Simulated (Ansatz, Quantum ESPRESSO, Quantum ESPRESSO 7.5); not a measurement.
**From contact to tunnelling: vacuum gaps between two Na(110) faces**

Aim: how the conductance falls as the barrier grows, for vacuum gaps between two Na(110) faces.

Calculated with Quantum ESPRESSO 7.5; plane-wave DFT, PBE, GBRV ultrasoft pseudopotentials (cross-check by Ansatz 0.2.0 with PAW datasets).

Most raw output is cut from this account.

### Step 1. The structure

The cell holds 12 atoms: 12 Na. Cell: a = 4.200 Å, b = 3.637 Å, c = 36.668 Å, α = 90.0°, β = 90.0°, γ = 54.7°. It derives from Na. Regions: left lead, 6 atoms (6 Na); right lead, 6 atoms (6 Na). The structure is stacked along c, and the current runs across the ab planes.

### Step 2. Ground state, 4 Å

One periodic cell holds a stretch of lead, the junction and more lead; the atoms stay as built.

File j0.scf.in:

```
&control
  prefix = 'j0.scf'
  outdir = './out'
  pseudo_dir = './pseudo'
  calculation = 'scf'
  tprnfor = .true.
/
&system
  ibrav = 0
  nat = 12
  ntyp = 1
  ecutwfc = 40
  ecutrho = 200
  occupations = 'smearing'
  smearing = 'mv'
  degauss = 0.01
/
&electrons
  conv_thr = 1e-07
  mixing_beta = 0.25
  electron_maxstep = 120
  mixing_mode = 'local-TF'
/
ATOMIC_SPECIES
  Na  22.9898  na_pbe_v1.5.uspp.F.UPF
CELL_PARAMETERS angstrom
  4.20000000000000 0.00000000000000 0.00000000000000
  2.10000000000000 2.96984848098350 0.00000000000000
  0.00000000000000 0.00000000000000 36.66833329081850
ATOMIC_POSITIONS crystal
  Na  0.000000000000 0.000000000000 0.000000000000
  Na  0.500000000000 0.000000000000 0.080992186294
  Na  0.000000000000 0.000000000000 0.161984372588
  Na  0.500000000000 0.000000000000 0.242976558882
  Na  0.000000000000 0.000000000000 0.323968745176
  Na  0.500000000000 0.000000000000 0.404960931470
  Na  0.000000000000 0.000000000000 0.514046882236
  Na  0.500000000000 0.000000000000 0.595039068530
  Na  0.000000000000 0.000000000000 0.676031254824
  Na  0.500000000000 0.000000000000 0.757023441118
  Na  0.000000000000 0.000000000000 0.838015627412
  Na  0.500000000000 0.000000000000 0.919007813706
K_POINTS automatic
  7 8 1 0 0 0
```

On the command line:

```console
$ OMP_NUM_THREADS=1 mpirun -n 4 pw.x -nk 4 -in j0.scf.in > j0.scf.out
```

Run time: 2.7 min. Hardware: 4 MPI ranks of Arm Neoverse V1, shared host; peak memory 1.2 GiB; 11 min of CPU time.

This step gave:

* free energy: -15566.7862 eV
* Fermi energy: 1.512 eV

The run needed 9 iterations to bring the estimated error under 1e-07 Ry; the largest force on any atom, held or free, is 0.15 eV/Å.

### Step 3. Transmission with pwcond.x, 4 Å

prefixt takes both regions from one run: the lead from 0 to bdl, the scattering region from bdl to bds (units of alat). ikind = 1 puts the same lead on both sides. The program's T_tot counts both spins in a run without spin; the tables below give T per spin.

File j0.cond.in:

```
&inputcond
  outdir = './out'
  prefixt = 'j0.scf'
  tran_file = 'j0.cond.dat'
  bdl = 1.4142135619
  bds = 8.7305555452
  ikind = 1
  ewind = 4.0
  epsproj = 1e-05
  nz1 = 7
  energy0 = 0.4
  denergy = -0.4
/
21
  0.00000000 0.00000000 0.01562500
  0.00000000 0.12500000 0.03125000
  0.00000000 0.25000000 0.03125000
  0.00000000 0.37500000 0.03125000
  0.00000000 0.50000000 0.01562500
  0.12500000 0.00000000 0.06250000
  0.12500000 0.25000000 0.06250000
  0.12500000 0.37500000 0.06250000
  0.12500000 0.50000000 0.06250000
  0.25000000 0.00000000 0.06250000
  0.25000000 0.12500000 0.03125000
  0.25000000 0.37500000 0.06250000
  0.25000000 0.50000000 0.06250000
  0.25000000 0.62500000 0.03125000
  0.37500000 0.00000000 0.06250000
  0.37500000 0.12500000 0.06250000
  0.37500000 0.50000000 0.06250000
  0.37500000 0.62500000 0.06250000
  0.50000000 0.00000000 0.03125000
  0.50000000 0.12500000 0.06250000
  0.50000000 0.25000000 0.03125000
3
```

On the command line:

```console
$ OMP_NUM_THREADS=1 mpirun -n 4 pwcond.x -in j0.cond.in > j0.cond.out
```

Wall time 2 min (4 MPI ranks); peak memory 0.29 GiB; 7.9 min of CPU time.

Read from the output:

* lead channels at the Fermi level, one spin: 0.8594
* transmission at the Fermi level, one spin: 0.6313
* conductance: 0.6313 G₀

Per spin; mean over the k mesh across the current. The open channels, zone mean by energy, zero at the Fermi level:

| energy (eV) | open channels, zone mean |
| --- | --- |
| -0.400 | 0.734 |
| 0.000 | 0.859 |
| 0.400 | 0.984 |

Per spin; mean over the k mesh across the current. Table of transmission, zone mean by energy, zero at the Fermi level:

| energy (eV) | transmission, zone mean |
| --- | --- |
| -0.400 | 0.518 |
| 0.000 | 0.631 |
| 0.400 | 0.758 |

At 0.000 eV; k in fractions of b1, b2. Transmission by k point:

| k1 | k2 | weight | t | channels |
| --- | --- | --- | --- | --- |
| 0 | 0 | 0.01562 | 0.9929 | 1 |
| 0 | 0.125 | 0.03125 | 0.978 | 1 |
| 0 | 0.25 | 0.03125 | 0.9049 | 1 |
| 0 | 0.375 | 0.03125 | 0.6056 | 1 |
| 0 | 0.5 | 0.01562 | 0 | 0 |
| 0.125 | 0 | 0.0625 | 0.9823 | 1 |
| 0.125 | 0.25 | 0.0625 | 0.9404 | 1 |
| 0.125 | 0.375 | 0.0625 | 0.7952 | 1 |
| 0.125 | 0.5 | 0.0625 | 0 | 0 |
| 0.25 | 0 | 0.0625 | 0.9343 | 1 |
| 0.25 | 0.125 | 0.03125 | 0.9576 | 1 |
| 0.25 | 0.375 | 0.0625 | 0.8244 | 1 |
| 0.25 | 0.5 | 0.0625 | 0.4241 | 1 |
| 0.25 | 0.625 | 0.03125 | 0 | 0 |
| 0.375 | 0 | 0.0625 | 0.7963 | 1 |
| 0.375 | 0.125 | 0.0625 | 0.876 | 1 |
| 0.375 | 0.5 | 0.0625 | 0.451 | 1 |
| 0.375 | 0.625 | 0.0625 | 0 | 0 |
| 0.5 | 0 | 0.03125 | 0.2995 | 2 |
| 0.5 | 0.125 | 0.0625 | 0.6058 | 1 |
| 0.5 | 0.25 | 0.03125 | 0.7013 | 1 |

### Step 4. Cross-check with Ansatz, 4 Å

As a check, the same structure is run in Ansatz.

Level of this step: plane-wave DFT, PBE, Ansatz PAW (Ansatz 0.2.0).

File input.yaml:

```yaml
crystal:
  lattice:
    - [4.2, 0.0, 0.0]
    - [2.1, 2.969848481, 0.0]
    - [0.0, 0.0, 36.6683332908]
  atoms:
    - { symbol: Na, position: [0.0, 0.0, 0.0] }
    - { symbol: Na, position: [0.5, 0.0, 0.0809921863] }
    - { symbol: Na, position: [0.0, 0.0, 0.1619843726] }
    - { symbol: Na, position: [0.5, 0.0, 0.2429765589] }
    - { symbol: Na, position: [0.0, 0.0, 0.3239687452] }
    - { symbol: Na, position: [0.5, 0.0, 0.4049609315] }
    - { symbol: Na, position: [0.0, 0.0, 0.5140468822] }
    - { symbol: Na, position: [0.5, 0.0, 0.5950390685] }
    - { symbol: Na, position: [0.0, 0.0, 0.6760312548] }
    - { symbol: Na, position: [0.5, 0.0, 0.7570234411] }
    - { symbol: Na, position: [0.0, 0.0, 0.8380156274] }
    - { symbol: Na, position: [0.5, 0.0, 0.9190078137] }
kpoints:
  mp_grid: { grid: [7, 8, 1] }
hamiltonian:
  xc: pbe
scf:
  occupations: { method: fermi_dirac, width: 0.1 }
  convergence: { dr2_threshold: 1.0e-08 }
output:
  transmission: { leads: [[0, 2]], e_range: [-0.4, 0.4], de: 0.4, kmesh: [8, 8] }
  write_potential: true
  write_density: true
  volumetric_format: npy
```

On the command line:

```console
$ ansatz run input.yaml --threads 4 --pin off --max-ram 8192MiB --backend cpu --events-out ev --progress --plain --runs-dir out
```

Run time: 48 s. Hardware: 4 threads; peak memory 1.2 GiB.

Numbers from this step:

```
free energy                                  : -17836.9666 eV
energy at zero smearing                      : -17836.8742 eV
smearing term TS                             : 0.1848 eV
Fermi energy                                 : 1.639 eV
symmetry operations                          : 4
transmission at the Fermi level, one spin    : 0.6330
step of the lead's Hamiltonian over a period : 4.2 meV
```

Per spin; mean over the k mesh across the current. Transmission, zone mean against energy, zero at the Fermi level:

| energy (eV) | transmission, zone mean |
| --- | --- |
| -0.400 | 0.520 |
| 0.000 | 0.633 |
| 0.400 | 0.758 |

Per spin; mean over the k mesh across the current. Table of open channels, zone mean by energy, zero at the Fermi level:

| energy (eV) | open channels, zone mean |
| --- | --- |
| -0.400 | 0.734 |
| 0.000 | 0.859 |
| 0.400 | 0.984 |

Ansatz finds T = 0.633 against pwcond's 0.631.

### Step 5. Self-consistent run, 5 Å

Level of this step: plane-wave DFT, PBE, GBRV ultrasoft pseudopotentials (Quantum ESPRESSO 7.5).

File j1.scf.in:

```
&control
  prefix = 'j1.scf'
  outdir = './out'
  pseudo_dir = './pseudo'
  calculation = 'scf'
  tprnfor = .true.
/
&system
  ibrav = 0
  nat = 12
  ntyp = 1
  ecutwfc = 40
  ecutrho = 200
  occupations = 'smearing'
  smearing = 'mv'
  degauss = 0.01
/
&electrons
  conv_thr = 1e-07
  mixing_beta = 0.25
  electron_maxstep = 120
  mixing_mode = 'local-TF'
/
ATOMIC_SPECIES
  Na  22.9898  na_pbe_v1.5.uspp.F.UPF
CELL_PARAMETERS angstrom
  4.20000000000000 0.00000000000000 0.00000000000000
  2.10000000000000 2.96984848098350 0.00000000000000
  0.00000000000000 0.00000000000000 37.66833329081850
ATOMIC_POSITIONS crystal
  Na  0.000000000000 0.000000000000 0.000000000000
  Na  0.500000000000 0.000000000000 0.078842046396
  Na  0.000000000000 0.000000000000 0.157684092792
  Na  0.500000000000 0.000000000000 0.236526139189
  Na  0.000000000000 0.000000000000 0.315368185585
  Na  0.500000000000 0.000000000000 0.394210231981
  Na  0.000000000000 0.000000000000 0.526947721623
  Na  0.500000000000 0.000000000000 0.605789768019
  Na  0.000000000000 0.000000000000 0.684631814415
  Na  0.500000000000 0.000000000000 0.763473860811
  Na  0.000000000000 0.000000000000 0.842315907208
  Na  0.500000000000 0.000000000000 0.921157953604
K_POINTS automatic
  7 8 1 0 0 0
```

On the command line:

```console
$ OMP_NUM_THREADS=1 mpirun -n 4 pw.x -nk 4 -in j1.scf.in > j1.scf.out
```

Wall time 3.1 min (4 MPI ranks); peak memory 1.3 GiB.

This step gave:

| Quantity | Value |
| --- | --- |
| free energy | -15566.6592 eV |
| Fermi energy | 1.399 eV |

### Step 6. Transmission with pwcond.x, 5 Å

j1.cond.in, as its differences from the input of step 3:

```diff
@@ -2,6 +2,6 @@
   outdir = './out'
-  prefixt = 'j0.scf'
-  tran_file = 'j0.cond.dat'
+  prefixt = 'j1.scf'
+  tran_file = 'j1.cond.dat'
   bdl = 1.4142135619
-  bds = 8.7305555452
+  bds = 8.9686507833
   ikind = 1
```

On the command line:

```console
$ OMP_NUM_THREADS=1 mpirun -n 4 pwcond.x -in j1.cond.in > j1.cond.out
```

It took 1.9 min on 4 MPI ranks; peak memory 0.28 GiB; 7.8 min of CPU time.

Read from the output:

| Quantity | Value |
| --- | --- |
| transmission at the Fermi level, one spin | 0.3342 |
| conductance | 0.3342 G₀ |

Per spin; mean over the k mesh across the current. Transmission, zone mean against energy, zero at the Fermi level:

| energy (eV) | transmission, zone mean |
| --- | --- |
| -0.400 | 0.245 |
| 0.000 | 0.334 |
| 0.400 | 0.438 |

T goes from 0.631 to 0.334, a factor of 1.9.

### Step 7. Cross-check with Ansatz, 5 Å

Level of this step: plane-wave DFT, PBE, Ansatz PAW (Ansatz 0.2.0).

File input.yaml:

```yaml
crystal:
  lattice:
    - [4.2, 0.0, 0.0]
    - [2.1, 2.969848481, 0.0]
    - [0.0, 0.0, 37.6683332908]
  atoms:
    - { symbol: Na, position: [0.0, 0.0, 0.0] }
    - { symbol: Na, position: [0.5, 0.0, 0.0788420464] }
    - { symbol: Na, position: [0.0, 0.0, 0.1576840928] }
    - { symbol: Na, position: [0.5, 0.0, 0.2365261392] }
    - { symbol: Na, position: [0.0, 0.0, 0.3153681856] }
    - { symbol: Na, position: [0.5, 0.0, 0.394210232] }
    - { symbol: Na, position: [0.0, 0.0, 0.5269477216] }
    - { symbol: Na, position: [0.5, 0.0, 0.605789768] }
    - { symbol: Na, position: [0.0, 0.0, 0.6846318144] }
    - { symbol: Na, position: [0.5, 0.0, 0.7634738608] }
    - { symbol: Na, position: [0.0, 0.0, 0.8423159072] }
    - { symbol: Na, position: [0.5, 0.0, 0.9211579536] }
kpoints:
  mp_grid: { grid: [7, 8, 1] }
hamiltonian:
  xc: pbe
scf:
  occupations: { method: fermi_dirac, width: 0.1 }
  convergence: { dr2_threshold: 1.0e-08 }
output:
  transmission: { leads: [[0, 2]], e_range: [-0.4, 0.4], de: 0.4, kmesh: [8, 8] }
  write_potential: true
  write_density: true
  volumetric_format: npy
  elf: true
```

On the command line:

```console
$ ansatz run input.yaml --threads 4 --pin off --max-ram 8192MiB --backend cpu --events-out ev --progress --plain --runs-dir out
```

Elapsed: 48 s, on 4 threads; peak memory 1.2 GiB.

Read from the output:

* free energy: -17836.8448 eV
* energy at zero smearing: -17836.7500 eV
* smearing term TS: 0.1896 eV
* Fermi energy: 1.526 eV
* transmission at the Fermi level, one spin: 0.3399
* step of the lead's Hamiltonian over a period: 5.6 meV

Per spin; mean over the k mesh across the current. The transmission, zone mean by energy, zero at the Fermi level:

| energy (eV) | transmission, zone mean |
| --- | --- |
| -0.400 | 0.249 |
| 0.000 | 0.340 |
| 0.400 | 0.444 |

Ansatz finds T = 0.340 against pwcond's 0.334.

### Step 8. Ground state, 6 Å

Level of this step: plane-wave DFT, PBE, GBRV ultrasoft pseudopotentials (Quantum ESPRESSO 7.5).

File j2.scf.in:

```
&control
  prefix = 'j2.scf'
  outdir = './out'
  pseudo_dir = './pseudo'
  calculation = 'scf'
  tprnfor = .true.
/
&system
  ibrav = 0
  nat = 12
  ntyp = 1
  ecutwfc = 40
  ecutrho = 200
  occupations = 'smearing'
  smearing = 'mv'
  degauss = 0.01
/
&electrons
  conv_thr = 1e-07
  mixing_beta = 0.25
  electron_maxstep = 120
  mixing_mode = 'local-TF'
/
ATOMIC_SPECIES
  Na  22.9898  na_pbe_v1.5.uspp.F.UPF
CELL_PARAMETERS angstrom
  4.20000000000000 0.00000000000000 0.00000000000000
  2.10000000000000 2.96984848098350 0.00000000000000
  0.00000000000000 0.00000000000000 38.66833329081850
ATOMIC_POSITIONS crystal
  Na  0.000000000000 0.000000000000 0.000000000000
  Na  0.500000000000 0.000000000000 0.076803115838
  Na  0.000000000000 0.000000000000 0.153606231675
  Na  0.500000000000 0.000000000000 0.230409347513
  Na  0.000000000000 0.000000000000 0.307212463351
  Na  0.500000000000 0.000000000000 0.384015579188
  Na  0.000000000000 0.000000000000 0.539181304974
  Na  0.500000000000 0.000000000000 0.615984420812
  Na  0.000000000000 0.000000000000 0.692787536649
  Na  0.500000000000 0.000000000000 0.769590652487
  Na  0.000000000000 0.000000000000 0.846393768325
  Na  0.500000000000 0.000000000000 0.923196884162
K_POINTS automatic
  7 8 1 0 0 0
```

On the command line:

```console
$ OMP_NUM_THREADS=1 mpirun -n 4 pw.x -nk 4 -in j2.scf.in > j2.scf.out
```

It took 3.6 min on 4 MPI ranks; peak memory 1.3 GiB; 14 min of CPU time.

This step gave:

```
free energy  : -15566.5826 eV
Fermi energy : 1.297 eV
```

### Step 9. Transmission with pwcond.x, 6 Å

j2.cond.in, as its differences from the input of step 6:

```diff
@@ -2,6 +2,6 @@
   outdir = './out'
-  prefixt = 'j1.scf'
-  tran_file = 'j1.cond.dat'
+  prefixt = 'j2.scf'
+  tran_file = 'j2.cond.dat'
   bdl = 1.4142135619
-  bds = 8.9686507833
+  bds = 9.2067460214
   ikind = 1
```

On the command line:

```console
$ OMP_NUM_THREADS=1 mpirun -n 4 pwcond.x -in j2.cond.in > j2.cond.out
```

Wall time 2.1 min (4 MPI ranks); peak memory 0.29 GiB; 8.5 min of CPU time.

Numbers from this step:

- transmission at the Fermi level, one spin: 0.1348
- conductance: 0.1348 G₀

Per spin; mean over the k mesh across the current. Table of transmission, zone mean by energy, zero at the Fermi level:

| energy (eV) | transmission, zone mean |
| --- | --- |
| -0.400 | 0.0819 |
| 0.000 | 0.135 |
| 0.400 | 0.215 |

At 0.000 eV; k in fractions of b1, b2. Transmission by k point:

| k1 | k2 | weight | t | channels |
| --- | --- | --- | --- | --- |
| 0 | 0 | 0.01562 | 0.603 | 1 |
| 0 | 0.125 | 0.03125 | 0.461 | 1 |
| 0 | 0.25 | 0.03125 | 0.1869 | 1 |
| 0 | 0.375 | 0.03125 | 0.02811 | 1 |
| 0 | 0.5 | 0.01562 | 0 | 0 |
| 0.125 | 0 | 0.0625 | 0.4946 | 1 |
| 0.125 | 0.25 | 0.0625 | 0.2761 | 1 |
| 0.125 | 0.375 | 0.0625 | 0.07659 | 1 |
| 0.125 | 0.5 | 0.0625 | 0 | 0 |
| 0.25 | 0 | 0.0625 | 0.2566 | 1 |
| 0.25 | 0.125 | 0.03125 | 0.3439 | 1 |
| 0.25 | 0.375 | 0.0625 | 0.09476 | 1 |
| 0.25 | 0.5 | 0.0625 | 0.01166 | 1 |
| 0.25 | 0.625 | 0.03125 | 0 | 0 |
| 0.375 | 0 | 0.0625 | 0.07685 | 1 |
| 0.375 | 0.125 | 0.0625 | 0.1431 | 1 |
| 0.375 | 0.5 | 0.0625 | 0.01297 | 1 |
| 0.375 | 0.625 | 0.0625 | 0 | 0 |
| 0.5 | 0 | 0.03125 | 0.00503 | 2 |
| 0.5 | 0.125 | 0.0625 | 0.02806 | 1 |
| 0.5 | 0.25 | 0.03125 | 0.04486 | 1 |

T goes from 0.334 to 0.135, a factor of 2.5.

### Step 10. The same in Ansatz, 6 Å

Level of this step: plane-wave DFT, PBE, Ansatz PAW (Ansatz 0.2.0).

File input.yaml:

```yaml
crystal:
  lattice:
    - [4.2, 0.0, 0.0]
    - [2.1, 2.969848481, 0.0]
    - [0.0, 0.0, 38.6683332908]
  atoms:
    - { symbol: Na, position: [0.0, 0.0, 0.0] }
    - { symbol: Na, position: [0.5, 0.0, 0.0768031158] }
    - { symbol: Na, position: [0.0, 0.0, 0.1536062317] }
    - { symbol: Na, position: [0.5, 0.0, 0.2304093475] }
    - { symbol: Na, position: [0.0, 0.0, 0.3072124634] }
    - { symbol: Na, position: [0.5, 0.0, 0.3840155792] }
    - { symbol: Na, position: [0.0, 0.0, 0.539181305] }
    - { symbol: Na, position: [0.5, 0.0, 0.6159844208] }
    - { symbol: Na, position: [0.0, 0.0, 0.6927875366] }
    - { symbol: Na, position: [0.5, 0.0, 0.7695906525] }
    - { symbol: Na, position: [0.0, 0.0, 0.8463937683] }
    - { symbol: Na, position: [0.5, 0.0, 0.9231968842] }
kpoints:
  mp_grid: { grid: [7, 8, 1] }
hamiltonian:
  xc: pbe
scf:
  occupations: { method: fermi_dirac, width: 0.1 }
  convergence: { dr2_threshold: 1.0e-08 }
output:
  transmission: { leads: [[0, 2]], e_range: [-0.4, 0.4], de: 0.4, kmesh: [8, 8] }
  write_potential: true
  write_density: true
  volumetric_format: npy
```

On the command line:

```console
$ ansatz run input.yaml --threads 4 --pin off --max-ram 8192MiB --backend cpu --events-out ev --progress --plain --runs-dir out
```

Wall time 52 s (4 threads); peak memory 1.3 GiB.

Read from the output:

```
free energy                                  : -17836.7765 eV
energy at zero smearing                      : -17836.6779 eV
smearing term TS                             : 0.1974 eV
Fermi energy                                 : 1.420 eV
transmission at the Fermi level, one spin    : 0.1360
step of the lead's Hamiltonian over a period : 5.8 meV
```

Per spin; mean over the k mesh across the current. The transmission, zone mean by energy, zero at the Fermi level:

| energy (eV) | transmission, zone mean |
| --- | --- |
| -0.400 | 0.0821 |
| 0.000 | 0.136 |
| 0.400 | 0.216 |

Ansatz finds T = 0.136 against pwcond's 0.135.

(Part 1 of 2 ends here.)

[Logs are printed without paths, hosts, clocks, repeated set-up lines and the standing remarks that a program may print on its own settings, such as how far it seeks lower states.]

[Hosts, paths, dates, database ids (printed as entryN), source tags and the programs' standing remarks are cut or masked in the printed files.]

[Maps of the electrostatic potential energy from Ansatz leave out the sawtooth potential of an applied field or a dipole correction, so their vacuum need not be flat; planar profiles and work functions include it.]
